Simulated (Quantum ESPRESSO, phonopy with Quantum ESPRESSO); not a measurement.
# KCl (Fm-3m): a volume series of phonon spectra

Aim: how the vibrations of KCl shift with volume, and the expansion that follows.

Measurements to reproduce:
- volume expansion coefficient 111.3 1e-6/K and heat capacity C_P per formula unit 51.7 J/mol/K near room temperature (given in “High-Throughput Prediction of Finite-Temperature Properties using the Quasi-Harmonic Approximation”, 2016, arXiv:1603.06924)
- volume expansion coefficient 114.9 1e-6/K near room temperature (given in “Descriptors for thermal expansion in solids”, 2017, arXiv:1701.03966)

Program: Quantum ESPRESSO 7.5. Level of theory: DFT PBE, scalar-relativistic, plane waves, GBRV ultrasoft pseudopotentials. Results are calculated unless marked as measured.

Report form: the programs' logs are mostly left out.

### 1. Starting point

The structure is cubic, space group Fm-3m (No. 225). Conventional cell: a = 6.293 Å, b = 6.293 Å, c = 6.293 Å, α = 90.00°, β = 90.00°, γ = 90.00°. Nearest to K lie 6 Cl at 3.15 Å. Nearest to Cl lie 6 K at 3.15 Å. Farther neighbours and most contacts between anions are not listed.

### 2. Probe on a coarse mesh

A cheap single point shows whether the cell is a metal or an insulator and how far it is from rest; that sets the k-mesh and the occupations of what follows.

probe.in

```
&CONTROL
  calculation = 'scf'
  prefix      = 'x'
  outdir      = './tmp'
  pseudo_dir  = './pseudo'
  tprnfor     = .true.
  tstress     = .true.
  verbosity   = 'high'
/
&SYSTEM
  ibrav       = 0
  nat         = 2
  ntyp        = 2
  ecutwfc     = 40.0
  ecutrho     = 240.0
  occupations = 'smearing'
  smearing    = 'gaussian'
  degauss     = 0.01
/
&ELECTRONS
  conv_thr         = 1.0d-07
  mixing_beta      = 0.7
  electron_maxstep = 100
/
ATOMIC_SPECIES
 K      39.0983  K.upf
 Cl     35.4500  Cl.upf
CELL_PARAMETERS angstrom
     0.000000000    3.146470000    3.146470000
     3.146470000    0.000000000    3.146470000
     3.146470000    3.146470000    0.000000000
ATOMIC_POSITIONS crystal
 K      0.000000000   0.000000000   0.000000000
 Cl     0.500000000   0.500000000   0.500000000
K_POINTS automatic
 6 6 6 0 0 0
```

On the command line:

```console
$ OMP_NUM_THREADS=1 mpirun -n 8 pw.x -nk 8 -in probe.in > probe.out
```

Run time: 5.7 s. Hardware: 8 MPI ranks of AMD EPYC 7R43, shared host.

Numbers from this step:

| Property | Result |
| --- | --- |
| volume per atom | 31.15 Å³ |
| pressure | 0.1070 GPa |
| gap on the k-mesh | 5.188 eV |

The start is under 0.11 GPa at this level and looks like an insulator or semiconductor on this mesh.

### 3. Relaxation

The vibrations must be taken about the equilibrium of this functional, not about the starting cell, so the structure is relaxed.

relax.in

```
&CONTROL
  calculation   = 'vc-relax'
  prefix        = 'x'
  outdir        = './tmp'
  pseudo_dir    = './pseudo'
  tprnfor       = .true.
  tstress       = .true.
  forc_conv_thr = 2.0d-05
  etot_conv_thr = 1.0d-07
  nstep         = 40
/
&SYSTEM
  ibrav       = 0
  nat         = 2
  ntyp        = 2
  ecutwfc     = 40.0
  ecutrho     = 240.0
  occupations = 'fixed'
  nbnd        = 10
/
&ELECTRONS
  conv_thr         = 1.0d-11
  mixing_beta      = 0.7
  electron_maxstep = 100
/
&IONS
/
&CELL
  press_conv_thr = 0.1
/
ATOMIC_SPECIES
 K      39.0983  K.upf
 Cl     35.4500  Cl.upf
CELL_PARAMETERS angstrom
     0.000000000    3.146470000    3.146470000
     3.146470000    0.000000000    3.146470000
     3.146470000    3.146470000    0.000000000
ATOMIC_POSITIONS crystal
 K      0.000000000   0.000000000   0.000000000
 Cl     0.500000000   0.500000000   0.500000000
K_POINTS automatic
 6 6 6 0 0 0
```

On the command line:

```console
$ OMP_NUM_THREADS=1 mpirun -n 8 pw.x -nk 8 -in relax.in > relax.out
```

Wall time 23 s (8 MPI ranks); 3 min of CPU time.

Relaxation path:

| step | energy less that of the first step (eV) | largest force (eV/Å) | volume (Å³) |
| --- | --- | --- | --- |
| 1 | 0.0000 | 0.0000 | 62.30 |
| 2 | 0.0000 | 0.0000 | 62.33 |
| 3 | 0.0000 | 0.0000 | 62.37 |
| 4 | -0.0001 | 0.0000 | 62.43 |
| 5 | -0.0001 | 0.0000 | 62.51 |
| 6 | -0.0001 | 0.0000 | 62.59 |
| 7 | -0.0001 | 0.0000 | 62.59 |
| 8 | -0.0013 | 0.0000 | 62.59 |

| conventional cell, symmetrised | before | after | change |
| --- | --- | --- | --- |
| a (Å) | 6.293 | 6.303 | +0.2 % |
| b (Å) | 6.293 | 6.303 | +0.2 % |
| c (Å) | 6.293 | 6.303 | +0.2 % |
| volume (Å³/atom) | 31.15 | 31.30 | +0.5 % |

Final coordinates:

```cif
data_structure
_symmetry_space_group_name_H-M 'P 1'
_symmetry_Int_Tables_number 1
_cell_length_a 4.4566
_cell_length_b 4.4566
_cell_length_c 4.4566
_cell_angle_alpha 60.000
_cell_angle_beta 60.000
_cell_angle_gamma 60.000
_cell_volume 62.59
loop_
_atom_site_label
_atom_site_type_symbol
_atom_site_fract_x
_atom_site_fract_y
_atom_site_fract_z
_atom_site_occupancy
K1 K 0.00000 0.00000 0.00000 1
Cl2 Cl 0.50000 0.50000 0.50000 1
```

Numbers from this step:

```yaml
volume_per_atom: 31.30 Å³
pressure: 0.017 GPa
gap_on_the_k_mesh: 5.172 eV
```

After the last step pw.x solved the final cell once more on a basis chosen for it, which moves the energy without moving the atoms.

### 4. Ground state at this cell

A tight ground state at this cell gives the energy of this member; its pressure is the stress at this cutoff, which can carry an offset from the finite basis.

scf.in

```
&CONTROL
  calculation = 'scf'
  prefix      = 'x'
  outdir      = './tmp'
  pseudo_dir  = './pseudo'
  tprnfor     = .true.
  tstress     = .true.
/
&SYSTEM
  ibrav       = 0
  nat         = 2
  ntyp        = 2
  ecutwfc     = 40.0
  ecutrho     = 240.0
  occupations = 'fixed'
  nbnd        = 10
/
&ELECTRONS
  conv_thr         = 1.0d-12
  mixing_beta      = 0.7
  electron_maxstep = 100
/
ATOMIC_SPECIES
 K      39.0983  K.upf
 Cl     35.4500  Cl.upf
CELL_PARAMETERS angstrom
     0.000000000    3.151318880    3.151318880
     3.151318880    0.000000000    3.151318880
     3.151318880    3.151318880    0.000000000
ATOMIC_POSITIONS crystal
 K      0.000000000   0.000000000   0.000000000
 Cl     0.500000000   0.500000000   0.500000000
K_POINTS automatic
 6 6 6 0 0 0
```

On the command line:

```console
$ OMP_NUM_THREADS=1 mpirun -n 8 pw.x -nk 8 -in scf.in > scf.out
```

It took 6.2 s on 8 MPI ranks; 46 s of CPU time.

On a basis chosen for the relaxed cell the pressure is 0.017 GPa, small enough for phonons.

### 5. Zone-centre response

In a polar crystal the Born charges and ε∞ give the long-range dipole term that a finite supercell misses. They are those of this k-mesh and were not tested on a denser one; where the gap is small they converge slowly, and the LO modes with them.

ph.in

```
phonons
&INPUTPH
  prefix = 'x'
  outdir = './tmp'
  fildyn = 'x.dyn'
  tr2_ph = 1.0d-18
  epsil  = .true.
/
0.000000000 0.000000000 0.000000000
```

scf.in is that of step 4.

On the command line:

```console
$ OMP_NUM_THREADS=1 mpirun -n 8 ph.x -nk 8 -in ph.in > ph.out
```

Elapsed: 70 s, on 8 MPI ranks; 9.2 min of CPU time.

Numbers from this step:

```yaml
gamma_frequencies: -3.52, -3.52, -3.52, 137.8, 137.8, 137.8 cm⁻¹ (negative: imaginary)
gamma_symmetry: T_1u G_15 G_4- I, T_1u G_15 G_4- I, T_1u G_15 G_4- I, T_1u G_15 G_4- I, T_1u G_15 G_4- I, T_1u G_15 G_4- I
```

ε∞:

```
2.32 0.00 0.00
0.00 2.32 0.00
0.00 0.00 2.32
```

Born charge (rows field, columns displacement), before the sum rule (e), principal values of the symmetric part by kind of site:

| atom | atoms with these values | low | middle | high | mean |
| --- | --- | --- | --- | --- | --- |
| K1 | 1 | 1.11 | 1.11 | 1.11 | 1.11 |
| Cl2 | 1 | -1.13 | -1.13 | -1.13 | -1.13 |

In full for Cl2:

```
-1.13  0.00  0.00
 0.00 -1.13  0.00
 0.00  0.00 -1.13
```

The Born charges sum to zero within 0.014 e; the rest is removed before use. Acoustic frequencies in this log differ from zero by the error of the sum rule, which ph.x does not impose.

### 6. A displaced supercell

One atom (for the harmonic constants) or a pair of atoms (for the cubic ones) is moved by a few hundredths of an ångström; the forces on all atoms give a column of force constants. The threshold is tight because the forces are small.

System of this step: KCl. It takes space group Imm2 (No. 44, orthorhombic). The conventional cell has a = 8.913 Å, b = 12.605 Å, c = 8.913 Å, α = 90.00°, β = 90.00°, γ = 90.00°. K has 6 Cl at 3.15 Å nearest. Nearest to K lie 6 Cl at 3.15 Å. Nearest to K lie 6 Cl at 3.15 to 3.17 Å. K has 6 Cl at 3.14 to 3.15 Å nearest. Nearest to Cl lie 6 K at 3.14 to 3.17 Å. Nearest to Cl lie 6 K at 3.15 Å. Farther neighbours and most contacts between anions are not listed.

disp-00002.in

```
&CONTROL
  calculation = 'scf'
  prefix      = 'x'
  outdir      = './tmp'
  pseudo_dir  = './pseudo'
  tprnfor     = .true.
  disk_io     = 'none'
/
&SYSTEM
  ibrav       = 0
  nat         = 16
  ntyp        = 2
  ecutwfc     = 40.0
  ecutrho     = 240.0
  occupations = 'fixed'
  nbnd        = 66
/
&ELECTRONS
  conv_thr         = 1.0d-11
  mixing_beta      = 0.7
  electron_maxstep = 100
/
ATOMIC_SPECIES
 K      39.0983  K.upf
 Cl     35.4500  Cl.upf
CELL_PARAMETERS angstrom
     0.000000000    6.302637760    6.302637760
     6.302637760    0.000000000    6.302637760
     6.302637760    6.302637760    0.000000000
ATOMIC_POSITIONS crystal
 K      0.000000000   0.000000000   0.000000000
 K      0.500000000   0.000000000   0.000000000
 K      0.000000000   0.500000000   0.000000000
 K      0.500000000   0.500000000   0.000000000
 K      0.000000000   0.000000000   0.500000000
 K      0.500000000   0.000000000   0.500000000
 K      0.000000000   0.500000000   0.500000000
 K      0.500000000   0.500000000   0.500000000
 Cl     0.252243844   0.250000000   0.250000000
 Cl     0.750000000   0.250000000   0.250000000
 Cl     0.250000000   0.750000000   0.250000000
 Cl     0.750000000   0.750000000   0.250000000
 Cl     0.250000000   0.250000000   0.750000000
 Cl     0.750000000   0.250000000   0.750000000
 Cl     0.250000000   0.750000000   0.750000000
 Cl     0.750000000   0.750000000   0.750000000
K_POINTS automatic
 3 3 3 0 0 0
```

On the command line:

```console
$ OMP_NUM_THREADS=1 mpirun -n 4 pw.x -nk 4 -in disp-00002.in > disp-00002.out
```

Elapsed: 3 min, on 4 MPI ranks.

At this level the gap is 5.17 eV on the k-mesh of the self-consistent run, which can miss the band edges.

### 7. A displaced supercell

disp-00001.in, as its differences from disp-00002.in of step 6:

```diff
@@ -30,3 +30,3 @@
 ATOMIC_POSITIONS crystal
- K      0.000000000   0.000000000   0.000000000
+ K      0.002243844   0.000000000   0.000000000
  K      0.500000000   0.000000000   0.000000000
@@ -38,3 +38,3 @@
  K      0.500000000   0.500000000   0.500000000
- Cl     0.252243844   0.250000000   0.250000000
+ Cl     0.250000000   0.250000000   0.250000000
  Cl     0.750000000   0.250000000   0.250000000
```

On the command line:

```console
$ OMP_NUM_THREADS=1 mpirun -n 4 pw.x -nk 4 -in disp-00001.in > disp-00001.out
```

Run time: 3.7 min. Hardware: 4 MPI ranks; 15 min of CPU time.

### 8. Phonons, V/V0 1

This step: DFT PBE, scalar-relativistic, plane waves, GBRV ultrasoft pseudopotentials (phonopy with Quantum ESPRESSO 4.10.0 / 7.5).

Run time: 3.7 min. Hardware: 8 threads.

Numbers from this step:

* point group: m-3m
* highest frequency: 204.5 cm⁻¹
* Debye temperature from the second moment: 221 K
* lowest frequency on the path: 0 cm⁻¹
* zero-point energy: 0.04242 eV/cell
* Γ frequencies: 0, 0, 0, 137.8, 137.8, 137.8 cm⁻¹ (negative: imaginary)

Phonopy, LO-TO term from ph.x's tensors. Phonon branches along the path, in cm⁻¹:

| point | branch 1 | branch 2 | branch 3 | branch 4 | branch 5 | branch 6 |
| --- | --- | --- | --- | --- | --- | --- |
| Γ | 0 | 0 | 0 | 138 | 138 | 204 |
| halfway | 46 | 46 | 108 | 142 | 142 | 165 |
| X | 58 | 58 | 106 | 143 | 143 | 150 |
| halfway | 62 | 71 | 103 | 140 | 143 | 150 |
| U | 72 | 95 | 100 | 133 | 142 | 149 |
| jump to K | 72 | 95 | 100 | 133 | 142 | 149 |
| halfway | 55 | 81 | 101 | 116 | 144 | 177 |
| Γ | 0 | 0 | 0 | 138 | 138 | 204 |
| halfway | 60 | 60 | 85 | 129 | 129 | 191 |
| L | 100 | 100 | 109 | 109 | 150 | 153 |
| halfway | 88 | 89 | 120 | 121 | 144 | 146 |
| W | 85 | 85 | 111 | 116 | 148 | 148 |
| halfway | 67 | 80 | 100 | 136 | 145 | 150 |
| X | 58 | 58 | 106 | 143 | 143 | 150 |

Harmonic. Thermo, by row:

| T (K) | F_vib (meV/atom) | S (J/mol-atom/K) | C_V (J/mol-atom/K) |
| --- | --- | --- | --- |
| 0 | 21.21 | 0 | 0 |
| 50 | 20.34 | 5.698 | 11.37 |
| 100 | 14.44 | 16.76 | 19.82 |
| 150 | 3.41 | 25.38 | 22.44 |
| 200 | -11.52 | 32 | 23.48 |
| 250 | -29.53 | 37.3 | 23.99 |
| 300 | -50.03 | 41.7 | 24.27 |
| 350 | -72.64 | 45.46 | 24.45 |
| 400 | -97.06 | 48.73 | 24.56 |
| 450 | -123.1 | 51.63 | 24.64 |
| 500 | -150.5 | 54.23 | 24.7 |
| 550 | -179.2 | 56.58 | 24.74 |
| 600 | -209.1 | 58.74 | 24.77 |
| 650 | -240.1 | 60.72 | 24.79 |
| 700 | -272 | 62.56 | 24.81 |
| 750 | -304.9 | 64.27 | 24.83 |
| 800 | -338.6 | 65.87 | 24.84 |
| 850 | -373.2 | 67.38 | 24.85 |
| 900 | -408.4 | 68.8 | 24.86 |
| 950 | -444.4 | 70.14 | 24.87 |
| 1000 | -481.1 | 71.42 | 24.88 |

The modes has structure finer than the step of the table below, so its rows give means over 10 cm⁻¹, whole bins alone (the curve runs from -10 to 220 cm⁻¹). Peaks (cm⁻¹: height): Cl 88.2: 0.0205, 108.5: 0.0366, 144.6: 0.0641; K 96.9: 0.0402, 144.6: 0.0527.

Phonopy on the run's constants, 15x15x15 mesh, Gaussian sigma 2.0 cm⁻¹. The modes by wavenumber; means over each step; values in 1/cm⁻¹/cell:

| wavenumber (cm⁻¹) | Cl | K |
| --- | --- | --- |
| 0 | 4.1e-5 | 4.5e-5 |
| 10 | 1.3e-4 | 1.5e-4 |
| 20 | 6.3e-4 | 7.0e-4 |
| 30 | 0.00178 | 0.00197 |
| 40 | 0.00328 | 0.00366 |
| 50 | 0.00664 | 0.00749 |
| 60 | 0.0146 | 0.0169 |
| 70 | 0.0178 | 0.0214 |
| 80 | 0.0187 | 0.0245 |
| 90 | 0.0185 | 0.0311 |
| 100 | 0.0152 | 0.0261 |
| 110 | 0.0302 | 0.0194 |
| 120 | 0.0283 | 0.0224 |
| 130 | 0.0334 | 0.0270 |
| 140 | 0.0539 | 0.0440 |
| 150 | 0.0347 | 0.0312 |
| 160 | 0.00766 | 0.00790 |
| 170 | 0.00570 | 0.00558 |
| 180 | 0.00430 | 0.00411 |
| 190 | 0.00305 | 0.00285 |
| 200 | 0.00154 | 0.00141 |
| 210 | 4.8e-5 | 4.4e-5 |

No LO-TO term. Modes at Γ, with each element's share of the kinetic energy:

| mode | frequency (cm⁻¹) | symmetry | K % | Cl % |
| --- | --- | --- | --- | --- |
| 1 | 0.0 | T1u | 52 | 48 |
| 2 | 0.0 | T1u | 52 | 48 |
| 3 | 0.0 | T1u | 52 | 48 |
| 4 | 137.8 | T1u | 48 | 52 |
| 5 | 137.8 | T1u | 48 | 52 |
| 6 | 137.8 | T1u | 48 | 52 |

Displacements in mode 4 (137.8 cm⁻¹), the largest set to 1:
```
K1  -0.91  0.14  0.00
Cl2  1.00 -0.16  0.00
```

No mode is imaginary beyond numerical noise along the path.

The time given is that of the 2 pw.x runs on displaced cells behind this step.

The supercell is 7.3 Å across at its narrowest and was not tested against a larger one: only its own wavevectors are exact, and acoustic branches between them, with the entropy at low temperature, can be off.

### 9. Ground state at this cell, V/V0 1.015

This step: DFT PBE, scalar-relativistic, plane waves, GBRV ultrasoft pseudopotentials (Quantum ESPRESSO 7.5).

System of this step: KCl. The structure is cubic, space group Fm-3m (No. 225). Conventional cell: a = 6.334 Å, b = 6.334 Å, c = 6.334 Å, α = 90.00°, β = 90.00°, γ = 90.00°. Nearest to K lie 6 Cl at 3.17 Å. Nearest to Cl lie 6 K at 3.17 Å. Farther neighbours and most contacts between anions are not listed.

Changes to scf.in since step 5:

```diff
@@ -26,5 +26,5 @@
 CELL_PARAMETERS angstrom
-     0.000000000    3.151318880    3.151318880
-     3.151318880    0.000000000    3.151318880
-     3.151318880    3.151318880    0.000000000
+     0.000000000    3.166997341    3.166997341
+     3.166997341    0.000000000    3.166997341
+     3.166997341    3.166997341    0.000000000
 ATOMIC_POSITIONS crystal
```

On the command line:

```console
$ OMP_NUM_THREADS=1 mpirun -n 8 pw.x -nk 8 -in scf.in > scf.out
```

Wall time 7.4 s (8 MPI ranks); 55 s of CPU time.

At this level the gap is 5.12 eV on the k-mesh of the self-consistent run, which can miss the band edges.

### 10. Zone-centre response

ph.in is that of step 5.

scf.in is that of step 9.

On the command line:

```console
$ OMP_NUM_THREADS=1 mpirun -n 8 ph.x -nk 8 -in ph.in > ph.out
```

Run time: 68 s. Hardware: 8 MPI ranks.

The Born charges sum to zero within 0.014 e; the rest is removed before use. Acoustic frequencies in this log differ from zero by the error of the sum rule, which ph.x does not impose.

### 11. A displaced supercell

System of this step: KCl. It takes space group Imm2 (No. 44, orthorhombic). The conventional cell has a = 8.958 Å, b = 12.668 Å, c = 8.958 Å, α = 90.00°, β = 90.00°, γ = 90.00°. K has 6 Cl at 3.15 to 3.18 Å nearest. K has 6 Cl at 3.17 Å nearest. Nearest to K lie 6 Cl at 3.17 Å. Nearest to Cl lie 6 K at 3.17 Å. Farther neighbours and most contacts between anions are not listed.

Changes to disp-00001.in since step 7:

```diff
@@ -26,7 +26,7 @@
 CELL_PARAMETERS angstrom
-     0.000000000    6.302637760    6.302637760
-     6.302637760    0.000000000    6.302637760
-     6.302637760    6.302637760    0.000000000
+     0.000000000    6.333994683    6.333994683
+     6.333994683    0.000000000    6.333994683
+     6.333994683    6.333994683    0.000000000
 ATOMIC_POSITIONS crystal
- K      0.002243844   0.000000000   0.000000000
+ K      0.002232736   0.000000000   0.000000000
  K      0.500000000   0.000000000   0.000000000
```

On the command line:

```console
$ OMP_NUM_THREADS=1 mpirun -n 4 pw.x -nk 4 -in disp-00001.in > disp-00001.out
```

Wall time 3.8 min (4 MPI ranks).

### 12. Lattice dynamics at this volume, V/V0 1.015

This step: DFT PBE, scalar-relativistic, plane waves, GBRV ultrasoft pseudopotentials (phonopy with Quantum ESPRESSO 4.10.0 / 7.5).

It took 4.4 min on 8 threads.

No mode is imaginary beyond numerical noise along the path. The highest zone-centre mode (no LO–TO term) moved by -3.6 % for a volume change of +1.5 %.

The time given is that of the 2 pw.x runs on displaced cells behind this step.

### 13. Ground state at this cell, V/V0 0.985

This step: DFT PBE, scalar-relativistic, plane waves, GBRV ultrasoft pseudopotentials (Quantum ESPRESSO 7.5).

System of this step: KCl. The structure is cubic, space group Fm-3m (No. 225). Conventional cell: a = 6.271 Å, b = 6.271 Å, c = 6.271 Å, α = 90.00°, β = 90.00°, γ = 90.00°. K has 6 Cl at 3.14 Å nearest. Nearest to Cl lie 6 K at 3.14 Å. Farther neighbours and most contacts between anions are not listed.

Changes to scf.in since step 10:

```diff
@@ -26,5 +26,5 @@
 CELL_PARAMETERS angstrom
-     0.000000000    3.166997341    3.166997341
-     3.166997341    0.000000000    3.166997341
-     3.166997341    3.166997341    0.000000000
+     0.000000000    3.135482839    3.135482839
+     3.135482839    0.000000000    3.135482839
+     3.135482839    3.135482839    0.000000000
 ATOMIC_POSITIONS crystal
```

On the command line:

```console
$ OMP_NUM_THREADS=1 mpirun -n 8 pw.x -nk 8 -in scf.in > scf.out
```

Wall time 6.2 s (8 MPI ranks); 46 s of CPU time.

The run ends at a pressure of 0.30 GPa.

### 14. Born charges and dielectric tensor

ph.in is that of step 10.

scf.in is that of step 13.

On the command line:

```console
$ OMP_NUM_THREADS=1 mpirun -n 8 ph.x -nk 8 -in ph.in > ph.out
```

The job ended after 53 s (8 MPI ranks).

The Born charges sum to zero within 0.014 e; the rest is removed before use. Acoustic frequencies in this log differ from zero by the error of the sum rule, which ph.x does not impose.

### 15. Forces on a displaced cell

System of this step: KCl. Symmetry: Imm2, No. 44, orthorhombic system. Conventional cell: a = 8.868 Å, b = 12.542 Å, c = 8.868 Å, α = 90.00°, β = 90.00°, γ = 90.00°. K has 6 Cl at 3.12 to 3.15 Å nearest. K has 6 Cl at 3.14 Å nearest. Nearest to K lie 6 Cl at 3.14 Å. Nearest to Cl lie 6 K at 3.14 Å. Farther neighbours and most contacts between anions are not listed.

Changes to disp-00001.in since step 11:

```diff
@@ -26,7 +26,7 @@
 CELL_PARAMETERS angstrom
-     0.000000000    6.333994683    6.333994683
-     6.333994683    0.000000000    6.333994683
-     6.333994683    6.333994683    0.000000000
+     0.000000000    6.270965679    6.270965679
+     6.270965679    0.000000000    6.270965679
+     6.270965679    6.270965679    0.000000000
 ATOMIC_POSITIONS crystal
- K      0.002232736   0.000000000   0.000000000
+ K      0.002255177   0.000000000   0.000000000
  K      0.500000000   0.000000000   0.000000000
```

On the command line:

```console
$ OMP_NUM_THREADS=1 mpirun -n 4 pw.x -nk 4 -in disp-00001.in > disp-00001.out
```

Run time: 4.3 min. Hardware: 4 MPI ranks.

### 16. Lattice dynamics at this volume, V/V0 0.985

This step: DFT PBE, scalar-relativistic, plane waves, GBRV ultrasoft pseudopotentials (phonopy with Quantum ESPRESSO 4.10.0 / 7.5).

Wall time 4.3 min (8 threads).

No mode is imaginary beyond numerical noise along the path. The highest zone-centre mode (no LO–TO term) moved by +3.6 % for a volume change of -1.5 %.

The time given is that of the 2 pw.x runs on displaced cells behind this step.

(Continued in part 2 of 2.)

[Logs are printed without paths, hosts, clocks, repeated set-up lines and the standing remarks that a program may print on its own settings, such as how far it seeks lower states.]

[Hosts, paths, dates, database ids (printed as entryN), source tags and the programs' standing remarks are cut or masked in the printed files.]

[A step with changed settings may run another functional than the one named; its input shows which.]

[Of the runs on displaced cells, only some may be shown.]
